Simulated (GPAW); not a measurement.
# Optical response of TiPt3, part 2 of 2

Aim: the dielectric function of TiPt3, and the optical constants that follow from it. The cell comes from an older database entry, whose edges can differ from later determinations, mostly by under a per cent.

GPAW 26.7.0; DFT, PBE, plane-wave PAW (GPAW data sets), scalar-relativistic, RPA, optical limit.

So far. Step 2 (Ground state): There are states at the Fermi level within the smearing, so the occupations stay smeared and the carriers get a Drude term.

The database entry behind the starting cell is an old determination (1943), so it need not match the best structure at ambient conditions.

## (4) Dielectric function, RPA

Transitions between filled and empty bands, summed over the zone, give the optical response, so mesh, band count and broadening shape it.

The induced potential is part of this response.

This step: DFT, PBE, plane-wave PAW (GPAW data sets), scalar-relativistic, RPA, optical limit (GPAW 26.7.0).

The input, df.py:

```python
from gpaw.response.df import DielectricFunction

df = DielectricFunction('full.gpw', frequencies={'type': 'nonlinear', 'domega0': 0.03, 'omega2': 8},
                        ecut=30,
                        eta=0.1,
                        nbands=60,
                        rate=0.03,
                        txt='df.txt')
for direction in ['x']:
    df.get_dielectric_function(xc='RPA', direction=direction, filename=f'df_{direction}.csv')
```

On the command line:

```
> OMP_NUM_THREADS=1 python df.py
```

Numbers of over 12 decimals in the logs are rounded to 6 here.

Output:

```text
Using integrator: PointIntegrator
NonLinearFrequencyDescriptor(from 0.000 to 89.005 eV, 530 points)
Nonperiodic BCs:  [False False False]
Using integrator: PointIntegrator
NonLinearFrequencyDescriptor(from 0.000 to 89.005 eV, 530 points)
Nonperiodic BCs:  [False False False]
Using integrator: PointIntegrator

Calculating chi0 body with:
    Ground state adapter containing:
    Number of spins: 1
    Number of kpoints: 1000
    Number of irreducible kpoints: 56
    Number of completely occupied states: 25
    Number of partially occupied states: 34

    Linear response parametrization:
    q_c: [0.0, 0.0, 0.0]
    Number of frequency points: 530
    Planewave cutoff: 30.0
    Number of bands: 60
    Number of planewaves: 27
    Broadening (eta): 0.1

Integrating chi0 body.

Symmetries of q_c:
    Direct symmetries (Uq -> q): 48
    Indirect symmetries (TUq -> q): 0
In total 48 allowed symmetries.

56 groups of equivalent kpoints. 94.400000% reduction.

Integral kind: spectral function

Calculating chi0 optical extensions with:
    Ground state adapter containing:
    Number of spins: 1
    Number of kpoints: 1000
    Number of irreducible kpoints: 56
    Number of completely occupied states: 25
    Number of partially occupied states: 34

    Linear response parametrization:
    Number of frequency points: 530
    Planewave cutoff: 30.0
    Number of bands: 60
    Number of planewaves: 27
    Broadening (eta): 0.1
Integrating chi0 head and wings.

Symmetries of q_c:
    Direct symmetries (Uq -> q): 48
    Indirect symmetries (TUq -> q): 0
In total 48 allowed symmetries.

56 groups of equivalent kpoints. 94.400000% reduction.

Integral kind: spectral function wings

Calculating drude chi0 with:
    Number of frequency points:530
    Plasma frequency decay rate: 0.03 eV

    Ground state adapter containing:
    Number of spins: 1
    Number of kpoints: 1000
    Number of irreducible kpoints: 56
    Number of completely occupied states: 25
    Number of partially occupied states: 34

Symmetries of q_c:
    Direct symmetries (Uq -> q): 48
    Indirect symmetries (TUq -> q): 0
In total 48 allowed symmetries.

56 groups of equivalent kpoints. 94.400000% reduction.

Integral kind: intraband
Plasma frequency:
[[1.65+0.j 0.  +0.j 0.  +0.j]
 [0.  +0.j 1.65+0.j 0.  +0.j]
 [0.  +0.j 0.  +0.j 1.65+0.j]]
```

Wall time 24 s (1 thread of Arm Neoverse V1, shared host); peak memory 0.26 GiB.

Some rows of df_x.csv (energy; Re and Im without local fields; Re and Im with them):

```text
0.000000, 3161.158370, 0.000000, 3160.867878, 0.000000
0.460735, 31.431630, 19.138982, 31.088165, 19.129654
0.943989, 25.435802, 27.627859, 25.172561, 27.525866
1.451455, 23.374588, 30.787855, 23.052446, 30.700216
1.984998, 17.987158, 34.060771, 17.552547, 33.807074
2.546682, 5.433992, 39.007604, 5.096233, 38.509023
3.138794, -8.688286, 21.758355, -8.492217, 21.423045
3.763875, -8.364990, 13.158482, -8.260751, 12.852903
4.424758, -6.830087, 8.416952, -6.653225, 8.354886
5.124608, -3.849699, 6.747577, -3.746781, 6.733711
5.866977, -2.425172, 4.657104, -2.395204, 4.700555
6.655862, -1.509133, 4.588075, -1.466336, 4.586351
7.495775, -1.311200, 4.602819, -1.325840, 4.613646
8.391833, -1.922551, 3.678594, -1.981416, 3.718123
9.349861, -1.203403, 3.655264, -1.276954, 3.689199
10.376517, -1.197908, 2.215573, -1.300101, 2.248953
11.479449, -0.444545, 1.954020, -0.622250, 1.926245
12.667487, 0.168800, 1.907851, 0.029509, 1.790321
13.950874, -0.132088, 1.604040, -0.203492, 1.474102
```

The Im ε, E ∥ x has structure finer than the step of the table below, so its rows give means over 0.5 eV, whole bins alone (the curve runs from 0.305 to 15.0 eV). Peaks (eV: height): 0.85: 33.0, 2.21: 38.3, 2.59: 39.4.

Sum at mesh points, not converged in k. Table of Im ε, E ∥ x by photon energy; means over each step:

photon energy (eV), Im ε, E ∥ x and a bar:
```
      1.0       27.5 ######################
      1.5       30.0 ########################
      2.0       34.6 ############################
      2.5       36.5 ##############################
      3.0       24.9 ####################
      3.5       17.4 ##############
      4.0       11.1 ########
      4.5        7.9 ######
      5.0        6.8 #####
      5.5        5.5 ###
      6.0        4.9 ###
      6.5        4.6 ###
      7.0        4.2 ##
      7.5        4.4 ##
      8.0        4.3 ##
      8.5        3.4 ##
      9.0        3.6 ##
      9.5        3.4 ##
     10.0        2.9 #
     10.5        2.3 #
     11.0        2.2 #
     11.5        1.9 
     12.0        1.9 
     12.5        1.7 
     13.0        1.8 
     13.5        1.7 
     14.0        1.5 
     14.5        1.5
```

Values under 1 per cm are given as 1; sum at mesh points, not converged in k. The absorption coefficient, E ∥ x by photon energy:

```
photon energy (eV)  absorption coefficient, E ∥ x (1/cm)
             0.492                                 83030
             1.010                                 2.4e5
             1.486                                 4.2e5
             1.985                                 6.4e5
             2.508                                 1.0e6
             3.018                                 1.2e6
             3.510                                 1.4e6
             3.980                                 1.3e6
             4.516                                 1.3e6
             4.981                                 1.2e6
             5.515                                 1.2e6
             6.021                                 1.1e6
             6.494                                 1.2e6
             6.985                                 1.2e6
             7.496                                 1.3e6
             8.026                                 1.3e6
             8.516                                 1.4e6
             9.023                                 1.4e6
             9.483                                 1.5e6
            10.026                                 1.5e6
            10.519                                 1.3e6
            11.029                                 1.4e6
            11.479                                 1.3e6
            12.023                                 1.3e6
            12.504                                 1.2e6
            13.000                                 1.4e6
            13.512                                 1.3e6
            14.040                                 1.2e6
            14.493                                 1.3e6
```

The loss function −Im 1/ε at q → 0, E ∥ x has structure finer than the step of the table below, so its rows give means over 0.25 eV, whole bins alone (the curve runs from 0.305 to 15.0 eV). Peaks (eV: height): 12.504: 0.604, 14.130: 0.737, 14.678: 0.733.

Sum at mesh points, not converged in k. Table of loss function −Im 1/ε at q → 0, E ∥ x by energy loss; means over each step:

```
energy loss (eV)  loss function −Im 1/ε at q → 0, E ∥ x
            0.50                                 0.0149
            0.75                                 0.0141
            1.00                                 0.0191
            1.25                                 0.0173
            1.50                                 0.0216
            1.75                                 0.0219
            2.00                                 0.0233
            2.25                                 0.0257
            2.50                                 0.0264
            2.75                                 0.0278
            3.00                                 0.0369
            3.25                                 0.0438
            3.50                                 0.0432
            3.75                                 0.0530
            4.00                                 0.0611
            4.25                                 0.0713
            4.50                                 0.0826
            4.75                                  0.103
            5.00                                  0.113
            5.25                                  0.119
            5.50                                  0.138
            5.75                                  0.155
            6.00                                  0.176
            6.25                                  0.180
            6.50                                  0.192
            6.75                                  0.203
            7.00                                  0.220
            7.25                                  0.226
            7.50                                  0.207
            7.75                                  0.237
            8.00                                  0.223
            8.25                                  0.205
            8.50                                  0.253
            8.75                                  0.303
            9.00                                  0.265
            9.25                                  0.247
            9.50                                  0.259
            9.75                                  0.282
           10.00                                  0.294
           10.25                                  0.295
           10.50                                  0.379
           10.75                                  0.383
           11.00                                  0.394
           11.25                                  0.442
           11.50                                  0.475
           11.75                                  0.523
           12.00                                  0.499
           12.25                                  0.533
           12.50                                  0.596
           12.75                                  0.530
           13.00                                  0.533
           13.25                                  0.573
           13.50                                  0.598
           13.75                                  0.611
           14.00                                  0.691
           14.25                                  0.658
           14.50                                  0.669
           14.75                                  0.705
```

The reflectivity at normal incidence, E ∥ x has structure finer than the step of the table below, so its rows give means over 0.25 eV, whole bins alone (the curve runs from 0.305 to 15.0 eV). Peaks (eV: height): 2.819: 66.6, 8.392: 42.3, 10.306: 39.4.

Sum at mesh points, not converged in k. Table of reflectivity at normal incidence, E ∥ x by photon energy; means over each step:

```
photon energy (eV)  reflectivity at normal incidence, E ∥ x (%)
              0.50                                         53.6
              0.75                                         56.9
              1.00                                         54.5
              1.25                                         55.6
              1.50                                         56.0
              1.75                                         55.8
              2.00                                         57.8
              2.25                                         59.7
              2.50                                         61.0
              2.75                                         65.8
              3.00                                         64.3
              3.25                                         62.0
              3.50                                         64.1
              3.75                                         63.4
              4.00                                         62.0
              4.25                                         59.7
              4.50                                         59.2
              4.75                                         53.3
              5.00                                         51.3
              5.25                                         51.2
              5.50                                         48.6
              5.75                                         46.1
              6.00                                         41.6
              6.25                                         41.5
              6.50                                         39.6
              6.75                                         38.4
              7.00                                         36.5
              7.25                                         33.2
              7.50                                         36.6
              7.75                                         34.4
              8.00                                         33.8
              8.25                                         38.5
              8.50                                         38.8
              8.75                                         30.8
              9.00                                         30.6
              9.25                                         34.4
              9.50                                         36.3
              9.75                                         36.1
             10.00                                         34.8
             10.25                                         38.6
             10.50                                         33.9
             10.75                                         31.4
             11.00                                         32.1
             11.25                                         30.6
             11.50                                         28.5
             11.75                                         25.9
             12.00                                         24.4
             12.25                                         25.8
             12.50                                         21.4
             12.75                                         20.4
             13.00                                         23.0
             13.25                                         22.1
             13.50                                         21.5
             13.75                                         20.8
             14.00                                         20.1
             14.25                                         16.5
             14.50                                         18.6
             14.75                                         15.6
```

The Im ε, E ∥ x has structure finer than the step of the table below, so its rows give means over 0.5 eV, whole bins alone (the curve runs from 0.305 to 15.0 eV). Peaks (eV: height): without local fields 0.85: 33.2, 2.21: 38.6, 2.59: 39.9; with local fields 0.85: 33.0, 2.21: 38.3, 2.59: 39.4.

Sum at mesh points, not converged in k. The Im ε, E ∥ x by photon energy; means over each step:

```
photon energy (eV)  without local fields  with local fields
               1.0                  27.6               27.5
               1.5                  30.1               30.0
               2.0                  34.8               34.6
               2.5                  37.0               36.5
               3.0                  25.4               24.9
               3.5                  17.7               17.4
               4.0                  11.4               11.1
               4.5                  8.00               7.91
               5.0                  6.81               6.78
               5.5                  5.53               5.55
               6.0                  4.90               4.93
               6.5                  4.61               4.61
               7.0                  4.16               4.20
               7.5                  4.36               4.37
               8.0                  4.22               4.27
               8.5                  3.41               3.44
               9.0                  3.55               3.59
               9.5                  3.36               3.40
              10.0                  2.89               2.92
              10.5                  2.25               2.28
              11.0                  2.15               2.18
              11.5                  1.92               1.90
              12.0                  1.95               1.88
              12.5                  1.81               1.70
              13.0                  1.95               1.84
              13.5                  1.79               1.66
              14.0                  1.62               1.49
              14.5                  1.63               1.49
```

From ε follow the optical constants at some laser and lamp lines:

```
wavelength (nm)     n      k  R (%)     1/α
           1550  6.38  2.462   57.9   50 nm
           1064  5.80  2.121   54.3   40 nm
            532  4.57  3.729   59.3   11 nm
            405  2.82  4.007   63.2  8.0 nm
            365  2.59  3.772   61.8  7.7 nm
            248  1.42  2.380   50.8  8.3 nm
            193  1.29  1.834   40.0  8.4 nm
```

In reflection the computed colour is light grey: x = 0.304, y = 0.318, luminous reflectivity 60 %.

## (5) Summary of results

What this shows: At this level (PBE, RPA) TiPt3 is a metal. The mesh is too coarse to trust the carriers' weight, the reflectivity or the colour to better than tens of per cent. In reflection the computed colour is light grey: x = 0.304, y = 0.318, luminous reflectivity 60 %. The carriers' damping of 0.03 eV is typed, not computed; it shapes the response at the lowest energies. Spin-orbit coupling is left out although heavy atoms are present. In this version of GPAW the matrix elements of the optical limit are incomplete, which can lower ε − 1 by up to a tenth where first-row anions or d states rule, and shift it by more in d metals. GPAW's carrier term has the form −ωp²/(ω + i·rate)², which damps like twice the rate and fails at low energy, so the curves leave the lowest energies out. The sum runs over mesh points 0.16 Å⁻¹ apart with no interpolation, so peaks are partly noise of the mesh, and the Drude plasma energy, a sum over the Fermi surface, isn't converged.

[Machine, clock and banner lines and Python warnings are left out of the logs.]

[Logs are printed without paths, hosts, clocks, repeated set-up lines and the standing remarks that a program may print on its own settings, such as how far it seeks lower states.]

[Hosts, paths, dates, database ids (printed as entryN), source tags and the programs' standing remarks are cut or masked in the printed files.]
